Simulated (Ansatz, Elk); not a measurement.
## How far do independent atoms describe TeI6?

Structure refinements treat a crystal as free atoms side by side. For a made-up structure of TeI6 (cell and positions from a r2SCAN relaxation) the runs below show what the calculated density changes in F(hkl).

Main program and level: Elk 11.2.3 (patched build); DFT, PBE, all-electron APW+lo, Dirac cores, scalar-relativistic bands, static density, no spin.

The structure was built from a prototype and need not be the compound's stable phase.

## (1) The structure

It takes space group R-3 (No. 148, trigonal). Conventional cell: a = 7.257 Å, b = 7.257 Å, c = 18.835 Å, α = 90.00°, β = 90.00°, γ = 120.00°. Nearest to I lie 1 Te at 2.94 Å. Te has 6 I at 2.94 Å nearest. Farther neighbours and most contacts between anions are not listed.

## (2) Ground state and structure factors

An all-electron density is needed, since X-rays see the cores too. Task 0 finds the density and task 195 Fourier-transforms it; tshift is off so that phases refer to the origin typed.

Contents of elk.in:

```
tasks
  0
  195

xctype
  20

spinpol
  .false.

rgkmax
  7.0

gmaxvr
  14.0

lmaxo
  7

lmaxapw
  8

swidth
  0.002

tshift
  .false.

ramdisk
  .false.

hmaxvr
  5.5

maxscl
  120

epspot
  1e-06

sppath
  './'

avec
  6.85692490163 3.95884743777 11.86440206678
  -6.85692490163 3.95884743777 11.86440206678
  -0.00000000000 -7.91769487553 11.86440206678

atoms
  2
  'I.in'
  6
  0.7502848843 0.4181728871 0.0969086468   0.000000 0.000000 0.000000
  0.5818271129 0.9030913532 0.2497151157   0.000000 0.000000 0.000000
  0.9030913532 0.2497151157 0.5818271129   0.000000 0.000000 0.000000
  0.2497151157 0.5818271129 0.9030913532   0.000000 0.000000 0.000000
  0.0969086468 0.7502848843 0.4181728871   0.000000 0.000000 0.000000
  0.4181728871 0.0969086468 0.7502848843   0.000000 0.000000 0.000000
  'Te.in'
  1
  0.0000000000 -0.0000000000 0.0000000000   0.000000 0.000000 0.000000

ngridk
  4 4 4
```

Started as:

```console
$ OMP_NUM_THREADS=4 elk
```

The log of the run:

```text
┌─────────────────────────┐
│ Elk code version 11.2.3 │
└─────────────────────────┘

All units are atomic (Hartree, Bohr, etc.)

┌─────────────────────────────────────────────────┐
│ Ground-state run starting from atomic densities │
└─────────────────────────────────────────────────┘

Lattice vectors :
   6.856924902       3.958847438       11.86440207
  -6.856924902       3.958847438       11.86440207
  -0.000000000      -7.917694876       11.86440207

Reciprocal lattice vectors :
  0.4581634915      0.2645208151      0.1765276573
 -0.4581634915      0.2645208151      0.1765276573
 -0.1380830409E-18 -0.5290416303      0.1765276573

Unit cell volume      :    1932.392151
Brillouin zone volume :   0.1283643246

Muffin-tin inner radius fraction :   0.1000000000E-01

Nuclei treated as point charges

Species : 1 (I)
 parameters loaded from : I.in
 name : iodine
 nuclear charge    :   -53.00000000
 electronic charge :    53.00000000
 atomic mass :    231332.6972
 muffin-tin radius :    2.600000000
 number of radial points in muffin-tin :   1193
 inner part over the whole radius :   0.9964907323E-02
 number on inner part of muffin-tin    :    851
 approximate nuclear radius :   0.9002358621E-04
 number of mesh points to nuclear radius :    431
 atomic positions (lattice), magnetic fields (Cartesian) :
  1 :  -0.24971512  0.41817289  0.09690865    0.00000000  0.00000000  0.00000000
  2 :  -0.41817289 -0.09690865  0.24971512    0.00000000  0.00000000  0.00000000
  3 :  -0.09690865  0.24971512 -0.41817289    0.00000000  0.00000000  0.00000000
  4 :   0.24971512 -0.41817289 -0.09690865    0.00000000  0.00000000  0.00000000
  5 :   0.09690865 -0.24971512  0.41817289    0.00000000  0.00000000  0.00000000
  6 :   0.41817289  0.09690865 -0.24971512    0.00000000  0.00000000  0.00000000

Species : 2 (Te)
 parameters loaded from : Te.in
 name : tellurium
 nuclear charge    :   -52.00000000
 electronic charge :    52.00000000
 atomic mass :    232600.5708
 muffin-tin radius :    2.600000000
 number of radial points in muffin-tin :   1193
 inner part over the whole radius :   0.9992174838E-02
 number on inner part of muffin-tin    :    851
 approximate nuclear radius :   0.8944870508E-04
 number of mesh points to nuclear radius :    430
 atomic positions (lattice), magnetic fields (Cartesian) :
  1 :   0.00000000  0.00000000  0.00000000    0.00000000  0.00000000  0.00000000

Total number of atoms per unit cell :    7
Total muffin-tin volume :    515.3552365
 ratio of muffin-tin to unit cell volume :   0.2666928843

Spin treatment :
 spin-unpolarised

Number of Bravais lattice symmetries :   12
Number of crystal symmetries         :    6
Crystal has inversion symmetry
Real symmetric eigensolver will be used

k-point grid :      4     4     4
k-point offset :    0.000000000       0.000000000       0.000000000
k-point set is reduced with full crystal symmetry group
Total number of k-points :       14

Muffin-tin radius times maximum |G+k| :    7.000000000
 using average radius
Maximum |G+k| for APW functions       :    2.692307692
Maximum (1/2)|G+k|²                   :    3.624260355
Maximum |G| for potential and density :    14.00000000
Constant for pseudocharge density :    9
 order of it for each species :   16  16
 order of it for pair densities of each species (exact exchange by exxq0 0: 17) :   10  10
Radial integration step length :    1

G-vector grid sizes :     64    64    64
Number of G-vectors :    89555

Maximum angular momentum used for
 APW functions            :    8
 outer part of muffin-tin :    7
 inner part of muffin-tin :    2

Total nuclear charge    :   -370.0000000
Total core charge       :    252.0000000
Total valence charge    :    118.0000000
Total excess charge     :    0.000000000
Total electronic charge :    370.0000000

Effective Wigner radius, rₛ :    1.076304057

Number of empty states         :     28
Total number of valence states :     88
Total number of core states    :    252

[...]
xc potential                :     -1674.3613309814
 exchange                    :     -1245.7539250707
 correlation                 :     -20.001775765413
 electron entropic           :    -0.37019579434004E-02
 total energy                :     -49513.693387277

Density of states at Fermi energy :    286.6803668
 (states/Hartree/unit cell)

Estimated indirect band gap :   0.7995317105E-03
 from k-point 7 to k-point 4
Estimated direct band gap   :   0.4220028775E-02
 at k-point 6

Charges :
 core                        :    252.0000000
 valence                     :    118.0000000
 interstitial                :    15.79661417
 muffin-tins (core leakage)
  species : 1 (I)
[...]
species : 2 (Te)
[...]
total in muffin-tins        :    354.2033858
 total calculated charge     :    369.9978294
 total charge                :    370.0000000
 error                       :   0.2170578834E-02

RMS change in Kohn-Sham potential (target) :   0.1211251482     (  0.1000000000E-05)
Absolute change in total energy (target)   :   0.4678421923     (  0.1000000000E-03)

[... loops 3 to 15 left out ...]

┌──────────────────┐
│ Loop number : 16 │
└──────────────────┘

Energies :
 Fermi                       :     0.84597508919845E-01
 sum of occupied eigenvalues :     -30176.514425702
 electron kinetic            :      52460.622226778
 core electron kinetic       :      51154.167201698
 Coulomb                     :     -100705.86234450
 Coulomb potential           :     -80984.412153485
 nuclear-nuclear             :     -4173.0250342070
 electron-nuclear            :     -112140.80904404
 Hartree                     :      15607.971733753
 Madelung                    :     -60213.656267753
 xc potential                :     -1652.7244989940
 exchange                    :     -1246.0071070434
 correlation                 :     -20.006785313845
 electron entropic           :    -0.49006948874582E-02
 total energy                :     -49511.258910770

Density of states at Fermi energy :    391.0283584
 (states/Hartree/unit cell)

Estimated indirect band gap :   0.3571788801E-03
 from k-point 2 to k-point 1
Estimated direct band gap   :   0.1437287542E-02
 at k-point 2

Charges :
 core                        :    252.0000000
 valence                     :    118.0000000
 interstitial                :    15.32313728
 muffin-tins (core leakage)
  species : 1 (I)
[...]
species : 2 (Te)
[...]
total in muffin-tins        :    354.6768627
 total calculated charge     :    369.9978346
 total charge                :    370.0000000
 error                       :   0.2165436580E-02

RMS change in Kohn-Sham potential (target) :   0.6151212709E-07 (  0.1000000000E-05)
Absolute change in total energy (target)   :   0.4362987966E-04 (  0.1000000000E-03)

Convergence targets achieved

┌──────────────────┐
│ Loop number : 17 │
└──────────────────┘

Energies :
 Fermi                       :     0.84597528359091E-01
 sum of occupied eigenvalues :     -30176.514420081
 electron kinetic            :      52460.622236708
 core electron kinetic       :      51154.167207532
 Coulomb                     :     -100705.86234903
 Coulomb potential           :     -80984.412159266
 nuclear-nuclear             :     -4173.0250342070
 electron-nuclear            :     -112140.80904677
 Hartree                     :      15607.971731940
 Madelung                    :     -60213.656269401
 xc potential                :     -1652.7244975230
 exchange                    :     -1246.0071070533
 correlation                 :     -20.006785320136
 electron entropic           :    -0.49006950567875E-02
 total energy                :     -49511.258905395

Density of states at Fermi energy :    391.0283708
 (states/Hartree/unit cell)

Estimated indirect band gap :   0.3571786914E-03
 from k-point 2 to k-point 1
Estimated direct band gap   :   0.1437286371E-02
 at k-point 2

Charges :
 core                        :    252.0000000
 valence                     :    118.0000000
 interstitial                :    15.32313790
 muffin-tins (core leakage)
  species : 1 (I)
[...]
atom 5                    :    50.82718231     (  0.1981742733E-03)
   atom 6                    :    50.82718231     (  0.1981742733E-03)
  species : 2 (Te)
   atom 1                    :    49.71376821     (  0.3896129311E-03)
 total in muffin-tins        :    354.6768621
 total calculated charge     :    369.9978346
 total charge                :    370.0000000
 error                       :   0.2165436549E-02

┌──────────────────────────────┐
│ Self-consistent loop stopped │
└──────────────────────────────┘

Warning : core states of species 1 leak from the muffin-tin :   0.1981742733E-03

Warning : core states of species 2 leak from the muffin-tin :   0.3896129311E-03

Wrote STATE.OUT
```

Wall time 91 s (4 threads of Arm Neoverse V2, shared host); peak memory 0.43 GiB.

SFACRHO.OUT:

```text

h k l indices transformed by vhmat matrix:
   1.000000000       0.000000000       0.000000000    
   0.000000000       1.000000000       0.000000000    
   0.000000000       0.000000000       1.000000000    

      h      k      l  multipl.   |H|            Re(F)            Im(F)           |F|

      0      0      0      1   0.0000000       370.00000      0.14679756E-16   370.00000    
      1      1      1      2  0.52958297       20.148480      0.67533633E-14   20.148480    
      1      0      0      6  0.55771593       44.113937      0.16829056E-13   44.113937    
      0     -1     -1      6  0.63602917       54.958658      0.13425022E-13   54.958658    
     -1     -2     -1      6  0.88231359       40.277002      0.13352107E-13   40.277002    
     -1      1      0      6  0.91632698      -93.883801     -0.36378064E-16   93.883801    
      2      1      2      6   1.0290459       47.628337     -0.99895614E-14   47.628337    
      0     -1     -2      6   1.0583540      -175.58613     -0.33515864E-13   175.58613    
      0      2      1      6   1.0583540       289.97589     -0.15086751E-13   289.97589    
     -2     -2     -2      2   1.0591659      -221.47815     -0.77159703E-13   221.47815    
      1      1     -1      6   1.0727079       52.067187     -0.20042221E-13   52.067187    
      0      0      2      6   1.1154319       31.319840      0.17156746E-13   31.319840    
      2      0      2      6   1.2720583       52.765825      0.13456781E-13   52.765825    
     -2     -2     -3      6   1.3441814       46.614631     -0.26873616E-13   46.614631    
      1      1      3      6   1.3778935       35.987679      0.40274858E-13   35.987679    
      2      1      3      6   1.4005312       122.04750     -0.13351970E-13   122.04750    
     -1     -2     -3      6   1.4005312       204.86176      0.40184510E-13   204.86176    
      2      0     -1      6   1.4108002       57.222523      0.33598528E-13   57.222523
```

Elk indexes on the primitive cell of elk.in and gives |H| = 4π sin θ/λ in inverse bohr. Below, one row stands for each form hkl of the conventional cell (m members, Friedel mates merged), F is for one primitive cell and the density is static (no thermal factor). Free-atom factors are Waasmaier and Kirfel's, and R is Σm||F|−|F'||/Σm|F|.

| hkl | m | sin θ/λ (Å⁻¹) | abs F, DFT | neutral atoms | diff. |
| --- | --- | --- | --- | --- | --- |
| 003 | 2 | 0.080 | 20.148 | 20.260 | -0.112 |
| 101 | 6 | 0.084 | 44.114 | 44.288 | -0.174 |
| 012 | 6 | 0.096 | 54.959 | 55.184 | -0.225 |
| 104 | 6 | 0.133 | 40.277 | 40.500 | -0.223 |
| 110 | 6 | 0.138 | 93.884 | 93.702 | +0.182 |
| 015 | 6 | 0.155 | 47.628 | 47.755 | -0.127 |
| 113 | 6 | 0.159 | 175.586 | 175.355 | +0.231 |
| 2 -1 3 | 6 | 0.159 | 289.976 | 289.848 | +0.128 |
| 006 | 2 | 0.159 | 221.478 | 221.109 | +0.369 |
| 021 | 6 | 0.161 | 52.067 | 52.299 | -0.232 |
| 202 | 6 | 0.168 | 31.320 | 31.401 | -0.081 |
| 024 | 6 | 0.191 | 52.766 | 52.493 | +0.273 |
| 107 | 6 | 0.202 | 46.615 | 46.554 | +0.061 |
| 205 | 6 | 0.207 | 35.988 | 35.764 | +0.223 |

## (3) The highest occupied states alone

An energy window below the Fermi level keeps the highest occupied states, to see at which angles they scatter; shallow core shells can lie inside it and anion s states outside. No new self-consistency is needed.

Edit elk.in of step 2 so:

```diff
@@ -1,3 +1,2 @@
 tasks
-  0
   195
@@ -40,2 +39,5 @@
 
+wsfac
+  -0.356390 0.384600
+
 sppath
```

Started as:

```console
$ OMP_NUM_THREADS=4 elk
```

The log of the run:

```text
┌─────────────────────────────────┐
│ Elk code version 11.2.3 started │
└─────────────────────────────────┘

Info(readinput): the functional depends on the density's gradient
 muffin-tin radial points multiplied by    2.00000
 (not where nrmtscf is given)

┌────────────────────┐
│ Current task : 195 │
└────────────────────┘

Info(sfacrho): density structure factors written to SFACRHO.OUT

 Energy window :  -0.3563900000      0.3846000000

┌──────────────────┐
│ Elk code stopped │
└──────────────────┘
```

Run time: 40 s. Hardware: 4 threads; peak memory 0.26 GiB; 43 s of CPU time.

States within 12 eV below the Fermi level hold 45.97 electrons; any levels below the window count with the cores. Their amplitudes can exceed the total, where window and core parts have opposite phase:

| hkl | sin θ/λ (Å⁻¹) | abs F, window | abs F, all |
| --- | --- | --- | --- |
| 003 | 0.080 | 0.336 | 20.148 |
| 101 | 0.084 | 2.635 | 44.114 |
| 012 | 0.096 | 3.340 | 54.959 |
| 104 | 0.133 | 1.342 | 40.277 |
| 110 | 0.138 | 6.778 | 93.884 |
| 015 | 0.155 | 1.388 | 47.628 |
| 113 | 0.159 | 8.903 | 175.586 |
| 2 -1 3 | 0.159 | 12.470 | 289.976 |
| 006 | 0.159 | 11.114 | 221.478 |
| 021 | 0.161 | 1.373 | 52.067 |

## (4) Another functional

The difference from free atoms is small, so it is set against the change that LDA (Perdew-Wang) makes.

Edit elk.in of step 3 so:

```diff
@@ -1,2 +1,3 @@
 tasks
+  0
   195
@@ -4,3 +5,3 @@
 xctype
-  20
+  3
 
@@ -39,5 +40,2 @@
 
-wsfac
-  -0.356390 0.384600
-
 sppath
```

Started as:

```console
$ OMP_NUM_THREADS=4 elk
```

The log of the run:

```text
┌─────────────────────────┐
│ Elk code version 11.2.3 │
└─────────────────────────┘

All units are atomic (Hartree, Bohr, etc.)

┌─────────────────────────────────────────────────┐
│ Ground-state run starting from atomic densities │
└─────────────────────────────────────────────────┘

Lattice vectors :
   6.856924902       3.958847438       11.86440207
  -6.856924902       3.958847438       11.86440207
  -0.000000000      -7.917694876       11.86440207

Reciprocal lattice vectors :
  0.4581634915      0.2645208151      0.1765276573
[...]
atom 6                    :    50.81793064     (  0.1954962715E-03)
  species : 2 (Te)
   atom 1                    :    49.73841149     (  0.3935764650E-03)
 total in muffin-tins        :    354.6459953
 total calculated charge     :    369.9978484
 total charge                :    370.0000000
 error                       :   0.2151601584E-02

┌──────────────────────────────┐
│ Self-consistent loop stopped │
└──────────────────────────────┘

Warning : core states of species 1 leak from the muffin-tin :   0.1954962715E-03

Warning : core states of species 2 leak from the muffin-tin :   0.3935764650E-03

Wrote STATE.OUT
[key lines of the parts left out:]
total energy                :     -49471.016123088
```

Elapsed: 54 s, on 4 threads; peak memory 0.32 GiB.

Against the first run R = 0.03 %; the largest change is -0.092 at 2 -1 15.

## (5) A coarser k-mesh

About half the k-points along each axis test the sampling.

Edit elk.in of step 4 so:

```diff
@@ -5,3 +5,3 @@
 xctype
-  3
+  20
 
@@ -63,2 +63,2 @@
 ngridk
-  4 4 4
+  2 2 2
```

Started as:

```console
$ OMP_NUM_THREADS=4 elk
```

The log of the run:

```text
┌─────────────────────────┐
│ Elk code version 11.2.3 │
└─────────────────────────┘

All units are atomic (Hartree, Bohr, etc.)

┌─────────────────────────────────────────────────┐
│ Ground-state run starting from atomic densities │
└─────────────────────────────────────────────────┘

Lattice vectors :
   6.856924902       3.958847438       11.86440207
  -6.856924902       3.958847438       11.86440207
  -0.000000000      -7.917694876       11.86440207

Reciprocal lattice vectors :
  0.4581634915      0.2645208151      0.1765276573
[...]
atom 6                    :    50.82806242     (  0.1981942230E-03)
  species : 2 (Te)
   atom 1                    :    49.71301523     (  0.3896621774E-03)
 total in muffin-tins        :    354.6813898
 total calculated charge     :    369.9978599
 total charge                :    370.0000000
 error                       :   0.2140114578E-02

┌──────────────────────────────┐
│ Self-consistent loop stopped │
└──────────────────────────────┘

Warning : core states of species 1 leak from the muffin-tin :   0.1981942230E-03

Warning : core states of species 2 leak from the muffin-tin :   0.3896621774E-03

Wrote STATE.OUT
[key lines of the parts left out:]
total energy                :     -49511.259132379
```

Elapsed: 62 s, on 4 threads; peak memory 0.38 GiB; 99 s of CPU time.

Against the first run R = 0.01 %; the largest change is -0.039 at 214.

## (6) Settings against the effect

| run | R against the first run (%) | R against neutral atoms, low angle (%) | wall time |
| --- | --- | --- | --- |
| PBE, rgkmax 7 | 0.00 | 0.13 | 91 s |
| LDA (Perdew-Wang) | 0.03 | 0.12 | 54 s |
| k-mesh 2×2×2 | 0.01 | 0.13 | 62 s |

## (7) What came out

```
R against neutral atoms, sin θ/λ < 0.3 Å⁻¹ : 0.13 %
R against neutral atoms, 0.3 to 0.45 Å⁻¹   : 0.10 %
```

In words: Independent neutral atoms miss the calculated amplitudes by R = 0.13 % below 0.3 Å⁻¹ and 0.10 % from there to 0.45 Å⁻¹; by shells, 0.35 % below 0.15 Å⁻¹ (5 forms), 0.11 % 0.15 to 0.3 (42 forms), 0.10 % 0.3 to 0.45 (102 forms). Bonding, aspherical density and the tables' own atoms all enter these figures, and the runs don't part them. The largest change of an amplitude is +0.37 electrons, at 006. Below 0.3 Å⁻¹ the changes that finished (LDA (Perdew-Wang) and k-mesh 2×2×2) move F by R = 0.02 % at most, against the 0.13 % that separates it from free atoms. The basis has no finished test. Part of the difference isn't bonding: the tables are fits to free atoms and ions calculated by other methods than this functional. Thermal motion, anomalous dispersion and extinction are left out.

[Logs are printed without paths, hosts, clocks, repeated set-up lines and the standing remarks that a program may print on its own settings, such as how far it seeks lower states.]

[Hosts, paths, dates, database ids (printed as entryN), source tags and the programs' standing remarks are cut or masked in the printed files.]
